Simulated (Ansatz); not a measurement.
# Ga2O3 (C2/m): the HSE06 gap against the k mesh of the hybrid

Aim: see how gap, energy and time of Ga2O3 (C2/m) follow the k mesh of the hybrid.

Main program and level: Ansatz 0.2.0; DFT, HSE06, plane waves, PAW.

## 1. The starting structure

The structure is monoclinic, space group C2/m (No. 12). The conventional cell has a = 12.214 Å, b = 3.037 Å, c = 5.798 Å, α = 90.00°, β = 103.83°, γ = 90.00°. Ga has 4 O at 1.83 to 1.86 Å nearest. Nearest to Ga lie 6 O at 1.94 to 2.07 Å. Nearest to O lie 3 Ga at 1.83 to 1.94 Å. Nearest to O lie 4 Ga at 1.86 to 2.07 Å. Nearest to O lie 3 Ga at 1.83 to 1.94 Å. Farther neighbours and most contacts between anions are not listed.

The cell and positions come from the Crystallography Open Database and are kept as given unless a step says otherwise. The default PAW set here is soft_2. Its files were made with PBE.

## 2. k mesh of the hybrid: 2×2×2

input.yaml

```yaml
crystal:
  lattice:
    - [6.107, -1.51855, 0.0]
    - [6.107, 1.51855, 0.0]
    - [-1.3859888959, 0.0, 5.630008738]
  atoms:
    - { symbol: Ga, position: [0.0905, 0.0905, 0.7946] }
    - { symbol: Ga, position: [0.9095, 0.9095, 0.2054] }
    - { symbol: Ga, position: [0.65866, 0.65866, 0.31402] }
    - { symbol: Ga, position: [0.34134, 0.34134, 0.68598] }
    - { symbol: O, position: [0.1645, 0.1645, 0.1098] }
    - { symbol: O, position: [0.8355, 0.8355, 0.8902] }
    - { symbol: O, position: [0.1733, 0.1733, 0.5632] }
    - { symbol: O, position: [0.8267, 0.8267, 0.4368] }
    - { symbol: O, position: [0.4959, 0.4959, 0.2566] }
    - { symbol: O, position: [0.5041, 0.5041, 0.7434] }
kpoints:
  mp_grid: { grid: [2, 2, 2] }
  band_path:
    path:
      - [0.0, 0.0, 0.0]
      - [-0.2663944, 0.2663944, 0.0]
      - [-0.7336056, -0.2663944, 0.0]
      - [-0.5, -0.5, 0.0]
      - [-0.5, -0.5, 0.5]
      - [-0.74186107, -0.25813893, 0.5]
      - [-0.25813893, 0.25813893, 0.5]
      - [0.0, 0.0, 0.5]
      - [-0.548372214, -0.451627786, 0.5]
    npoints: 1
hamiltonian:
  xc: hse06
scf:
  occupations: { method: fixed }
  n_extra_bands: 7
output:
  eigenvalues: true
```

On the command line:

```sh
$ ansatz run input.yaml --threads 3 --pin off --max-ram 92160MiB --backend cuda --events-out ev --progress --plain --runs-dir out --devices 1 --max-vram 13GiB
```

Numbers of over 12 decimals in the logs are rounded to 6 here.

Output:

```text
basis.fft_grid_basis auto: the FFT boxes are laid along the combinations [[1, -1, 0], [0, 1, 0], [0, 0, 1]] of the cell's own vectors, 3.037, 6.293 and 5.798 Å long. The dense box has 24×45×40 points. Along the cell's own vectors, as sized, it would have 45×45×40, 1.88 times as many. Of the 4 symmetry operations that the crystal satisfies within crystal.symmetry.tolerance (time reversal apart; of a slab, those that k [...]
scf.n_extra_bands = 7 over 44 filled bands (N_el = 88.0): the run solves 51 bands
exact exchange: scf.exx.singularity resolves to wigner_seitz, which cuts the screened interaction at the faces of the exchange supercell's Wigner-Seitz cell, so that each pair interacts once, at the shortest of its separations (the periodic images that this leaves out come, for a point-like exchange hole, to about 0.089 eV on a filled level). The cut falls within the interaction's reach, and what an exchange supercel [...]
GPUs: using 1 of 1 available (devices: 1).
Engine: ansatz 0.2.0, x86_64-unknown-linux-gnu
Pseudopotentials: kind: paw
Pseudopotential: Ga, paw, valence charge 13, recommended cutoff 420 eV (normal), Ga.paw.azcp
Pseudopotential: O, paw, valence charge 6, recommended cutoff 420 eV (normal), O.paw.azcp
Functional definition: HSE06
  parameter a = 0.25
  parameter omega = 0.11/bohr
  exchange = pbe_x - a*pbe_x_sr(omega) + a*exact_x_sr(omega)
  correlation = pbe_c
davidson cushion auto → on  (no smearing: the cushion is to keep the highest requested band from converging to the state above it; pin scf.eigensolver.cushion to override)
device memory: the entry about to start is reckoned to put 2.0 GiB on a device that reports 48.0 GiB free (of which the cap on the GPU budget leaves the run 13.0 GiB)
GPU FFT provider: cuFFT
GPU libraries: cuBLAS 13.8.2, cuFFT 12.4.0, cuSOLVER 12.3.4
Crystal: 10 atoms, lattice volume = 104.423 Å³
Basis set: ecut = 420 eV, 2037 PW (Γ), FFT grids on a1−a2, a2, a3
Bands: 51, of which v1, the nominal top of the filled ones, is band 44 counted from 1 (43 counted from 0)
Symmetry: 4 space group operations
Space group: C2/m (ITA 12), of the structure as read, at distance tolerance 4.7e-5 Å
k-points: 6 of 8
Non-local potential: Ga, projectors of the file, l = 0: 2, l = 1: 2, l = 2: 3, l = 3: 1
Non-local potential: O, projectors of the file, l = 0: 2, l = 1: 2, l = 2: 1
PAW form: soft (Blöchl's): semilocal exchange-correlation on the pseudo side does not see the compensation charge
PAW frozen core: Ga, regenerated for the run's functional, and the local potential with it (the file was generated under x = pbe(κ = 0.804, μ = 0.219515), c = pbe(β = 0.066725))
PAW frozen core: O, regenerated for the run's functional, and the local potential with it (the file was generated under x = pbe(κ = 0.804, μ = 0.219515), c = pbe(β = 0.066725))
PAW one-centre angular grid: Ga, 590 points (default); XC on 64 Gauss nodes
PAW one-centre angular grid: O, 110 points (default); XC on 96 Gauss nodes
Initial density: superposition of atomic densities (neutral atoms: chi_scale 0, normalization atom), corrected by the library's trained network
Initial wavefunctions: pseudopotential atomic-orbital guess
GPU buffer pool allocated for 43200 grid points (all kernels)
GPU transforms: local potential and band sums: pruned to the plane-wave sphere, on 24×45×40
Functional: x = pbe(κ = 0.804, μ = 0.219515), c = pbe(β = 0.066725), warm-up for x = pbe(κ = 0.804, μ = 0.219515) + 0.25 (exact − pbe) at short range (hse, ω = 0.207870 Å⁻¹), c = pbe(β = 0.066725); HSE06 as pw.x's `hse` composes it (authors' and Libxc's form: `xc: wpbeh`)
SCF iter   1: F=—  HF=-18539.113411 eV  |F-HF|=—  |Δ(HF+E_count)|=         —  Δρ=8.31e-3  dr2=3.34e-2  ethr=1.77e-3  ⟨swp⟩=6.0  Hψ=1376  notcnv=0
preconditioner: auto → none  [insulator: Δε(μ)=2.442 eV  Ē_g=16.624 eV  n_scr=34 (ndim 8)  ℏωp=34.1 eV  f_vac=0.014]
[...]
SCF iter   5: F=—  HF=-18540.606473 eV  |F-HF|=—  |Δ(HF+E_count)|=   7.24e-4  Δρ=6.57e-4  dr2=3.67e-4  ethr=7.03e-7  ⟨swp⟩=3.5  Hψ=825  notcnv=0
SCF iter   6: F=—  HF=-18540.606398 eV  |F-HF|=—  |Δ(HF+E_count)|=   7.52e-5  Δρ=3.27e-4  dr2=1.16e-4  ethr=4.04e-7  ⟨swp⟩=3.3  Hψ=850  notcnv=0
iter 7 solved again at ethr=9.14e-9 eV; its pass at ethr=1.18e-7 eV (dr2=8.04e-6 eV) is discarded
SCF iter   7: F=-18540.606361 eV  HF=-18540.606368 eV  |F-HF|=7.19e-6  |Δ(HF+E_count)|=   2.98e-5  Δρ=9.45e-5  dr2=2.02e-5  ethr=9.14e-9  ⟨swp⟩=2.8  Hψ=1428  notcnv=0
SCF 2 stopped early in 7 iterations: F = -18540.606361 eV  dr2 = 2.02e-5
hybrid outer 1: dexx = +4.856e-2 eV, tail = 2.04e-4 eV
GPU FFT provider: cuFFT
GPU libraries: cuBLAS 13.8.2, cuFFT 12.4.0, cuSOLVER 12.3.4
GPU buffer pool allocated for 43200 grid points (all kernels)
GPU transforms: local potential and band sums: pruned to the plane-wave sphere, on 24×45×40
Exchange kernel: α = 0.2500, screened, ω = 0.2079 Å⁻¹, Wigner–Seitz truncation, v(0) = 813.7021 eV·Å³, q-mesh 2×2×2, nearest image of the exchange supercell L = 6.07 Å, pair-density grid 20×40×40, without the augmentation charges, whose exchange is taken in its separable form by FFT convolution over the k-point mesh (the finest that the files' search goes to), smooth part of the exact exchange by density-matrix convolution in up to 683.4 MiB of GPU memory as planned if the GPU has room (build and FFT work areas not counted)
Frozen-core exchange: fock
SCF iter   1: F=—  HF=-18540.604493 eV  |F-HF|=—  |Δ(HF+E_count)|=         —  Δρ=8.44e-5  dr2=5.84e-6  ethr=1.16e-6  ⟨swp⟩=3.2  Hψ=724  notcnv=0
preconditioner: auto → none  [insulator: Δε(μ)=4.237 eV  Ē_g=19.713 eV  n_scr=34 (ndim 8)  ℏωp=34.1 eV  f_vac=0.022]
iter 2 solved again at ethr=3.38e-10 eV; its pass at ethr=4.82e-9 eV (dr2=2.97e-7 eV) is discarded
SCF iter   2: F=—  HF=-18540.604499 eV  |F-HF|=—  |Δ(HF+E_count)|=   6.20e-6  Δρ=2.60e-5  dr2=8.71e-7  ethr=3.38e-10  ⟨swp⟩=2.0  Hψ=1904  notcnv=0
SCF iter   3: F=—  HF=-18540.604504 eV  |F-HF|=—  |Δ(HF+E_count)|=   4.85e-6  Δρ=1.54e-5  dr2=1.56e-7  ethr=3.38e-10  ⟨swp⟩=4.5  Hψ=1182  notcnv=0  defer=1
SCF iter   4: F=-18540.604504 eV  HF=-18540.604504 eV  |F-HF|=5.78e-8  |Δ(HF+E_count)|=   1.93e-8  Δρ=8.36e-6  dr2=4.90e-8  ethr=1.56e-10  ⟨swp⟩=3.0  Hψ=827  notcnv=0
SCF 3 converged in 4 iterations: F = -18540.604504 eV  dr2 = 4.90e-8
hybrid outer 2: dexx = +3.377e-6 eV, tail = 2.44e-7 eV, Δε = 3.06e-3 eV (about 1.22e-4 eV left of the loop's levels)
the search or the solves at the SCF's close seem to have found levels that the self-consistency loop had missed (the run counts 1). By its estimate they hold under 1e-12 electrons; where the run keeps them, the occupations were computed again with them
device memory: the entry about to start is reckoned to put 0.8 GiB on a device that reports 43.1 GiB free (of which the cap on the GPU budget leaves the run 13.0 GiB)
NSCF: frozen V_eff on 9 k-points
hybrid SCF converged: 2 outer / 11 inner (+4 warm-up), last move |dexx| = 3.38e-6 eV, tail = 2.44e-7 eV
Stability not checked: this state was not tested for a lower state beside it, because the functional holds exact exchange (a hybrid, or Hartree-Fock), whose exchange loop this test does not read (fock_operator; see scf.lower_state_search)
Free energy (F): -18540.604502 eV
Frozen-core exchange: fock
Harris-Foulkes:  -18540.604502 eV  (|F-HF|=5.78e-8)
Internal energy: -18540.604502 eV  (E = F + TS)
E sigma→0 (E₀):  -18540.604502 eV
Fermi energy:    6.999489 eV
--- Per-component energies (eV) ---
  E_band       = -292.851991
  E_kinetic    = 1527.336128
  E_local      = -9107.779848  (includes V_loc(G=0)·N_el)
  E_nonlocal   = 2021.520478
  E_hartree    = 4109.400820
  E_xc         = -571.501289
  E_vxc        = -629.437558  (∫ρ·V_xc dr)
  E_exx        = -312.041698  (= α·E_x^exact, valence–valence)
  E_paw        = -8783.068817  (= ΣΔE_a)
  E_vpaw       = -1699.231180  (= ΣTr[D̂ρ^β])
  E_aug_tail   = 0.014287  (compensation charges beyond the density's cutoff)
  E_ewald      = -7424.773589
  E_core_change = 0.289025  (= ΣΔE_core)
  E_smearing   = -0.000000  (= −TS)
  E_closure    = -0.000000  (closes the sum)
  Σ components = -18540.604502   (vs F -18540.604502, Δ=0.00e0)
--- Band table (eV; the first three rows and the last of 6) ---
  k-point 0: bands = [... 40 lower, 6.3317, 6.5348, 6.7656, 6.9906, 11.2363, 14.7282, 15.6641, 15.8779, ... 3 higher]
  k-point 1: bands = [... 40 lower, 6.3178, 6.3734, 6.5423, 6.6993, 13.6912, 13.8182, 15.8608, 16.3682, ... 3 higher]
  k-point 2: bands = [... 40 lower, 6.2850, 6.3023, 6.5706, 6.7537, 14.5687, 15.5677, 16.3686, 16.5911, ... 3 higher]
  k-point 5: bands = [... 40 lower, 6.4031, 6.4124, 6.4469, 6.9995, 14.1630, 14.2779, 15.3000, 15.6394, ... 3 higher]
```

The job ended after 33 s (1 × NVIDIA H100 80GB HBM3 (shared by 6 runs) with 3 threads of AMD EPYC 7R13 (Zen 3), shared host; peak memory 1.2 GiB).

In the SCF lines HF is the Harris–Foulkes energy and dr2 the Hartree energy of the density residual, in eV; the loop may stop once dr2 is under the threshold and the program's other checks hold. Hψ counts applications of the Hamiltonian.

This step gave:

| Property | Result |
| --- | --- |
| gap | 4.222 eV |
| valence top at | k = (-0.548, -0.452, 0.500) |
| conduction bottom at | Γ |
| least direct gap | 4.246 eV |
| exact-exchange fraction | 0.25 |

The gap is indirect, with the least direct gap 0.02 eV higher.

## 3. k mesh of the hybrid: 4×4×2

input.yaml: that of step 2 with these lines changed.

```diff
@@ -17,3 +17,3 @@
 kpoints:
-  mp_grid: { grid: [2, 2, 2] }
+  mp_grid: { grid: [4, 4, 2] }
   band_path:
```

Output:

```text
[...]
GPUs: using 1 of 1 available (devices: 1).
[...]
GPU FFT provider: cuFFT
GPU libraries: cuBLAS 13.8.2, cuFFT 12.4.0, cuSOLVER 12.3.4
Crystal: 10 atoms, lattice volume = 104.423 Å³
Basis set: ecut = 420 eV, 2037 PW (Γ), FFT grids on a1−a2, a2, a3
Bands: 51, of which v1, the nominal top of the filled ones, is band 44 counted from 1 (43 counted from 0)
Symmetry: 4 space group operations
[...]
k-points: 14 of 32
[...]
Fermi energy:    6.916145 eV
[...]
--- Band table (eV; the first three rows and the last of 14) ---
  k-point 0: bands = [... 40 lower, 6.3359, 6.4579, 6.6827, 6.9095, 11.1794, 14.6786, 15.6059, 15.8246, ... 3 higher]
  k-point 1: bands = [... 40 lower, 6.2404, 6.3784, 6.5393, 6.6143, 13.6296, 13.7532, 15.7914, 16.3080, ... 3 higher]
  k-point 2: bands = [... 40 lower, 5.8939, 6.1641, 6.3792, 6.8517, 13.5959, 15.2915, 16.0837, 17.1340, ... 3 higher]
  k-point 13: bands = [... 40 lower, 6.3318, 6.3655, 6.4108, 6.9161, 14.1001, 14.2161, 15.2398, 15.5715, ... 3 higher]
[key lines of the parts left out:]
Free energy (F): -18541.404234 eV
```

Run time: 26 s. Hardware: 1 × NVIDIA H100 80GB HBM3 (shared by 6 runs) with 3 threads; peak memory 1.5 GiB; 38 s of CPU time.

Numbers from this step:

| Item | Value |
| --- | --- |
| gap | 4.245 eV |
| valence top at | k = (-0.548, -0.452, 0.500) |
| conduction bottom at | Γ |
| least direct gap | 4.270 eV |

The gap is 4.245 eV, +0.023 eV from the run before at this level.

## 4. The series

Differences are against the last row; a negative gap means that bands overlap, and a run with a band path holds that path's time. Times are wall times on 1 × NVIDIA H100 80GB HBM3 (shared by 6 runs) with 3 threads of AMD EPYC 7R13 (Zen 3), shared host, good to a factor of about two.

| k mesh of the hybrid | gap (eV) | direct gap (eV) | gap error (eV) | energy error (meV/atom) | irreducible k | time |
| --- | --- | --- | --- | --- | --- | --- |
| 2×2×2 | 4.222 | 4.246 | −0.023 | +80.0 | 6 | 33 s |
| 4×4×2 | 4.245 | 4.270 | +0.000 | +0.0 | 14 | 26 s |

## 5. Results

| Property | Result |
| --- | --- |
| 2×2×2 | 4.222 eV |
| 4×4×2 | 4.245 eV |

What this shows: The gap holds to 0.02 eV from 4×4×2 on, the last run itself, so the series does not show convergence. At 2×2×2 the gap is off by −0.023 eV and the energy by +80 meV/atom. The gap is read over the mesh and added points near the edges, so meshes differ mainly through the density and, for a hybrid, the exchange operator.

[Paths, hosts, dates, memory and timing lines, banners, echoed tables and standing remarks are left out of the program output.]

[Logs are printed without paths, hosts, clocks, repeated set-up lines and the standing remarks that a program may print on its own settings, such as how far it seeks lower states.]

[Runs of the session that timed out or met a known fault of the program may be left out.]

[Cells called generated may have been cut or substituted from an entry of the Crystallography Open Database or the Materials Project.]

[Hosts, paths, dates, database ids (printed as entryN), source tags and the programs' standing remarks are cut or masked in the printed files.]
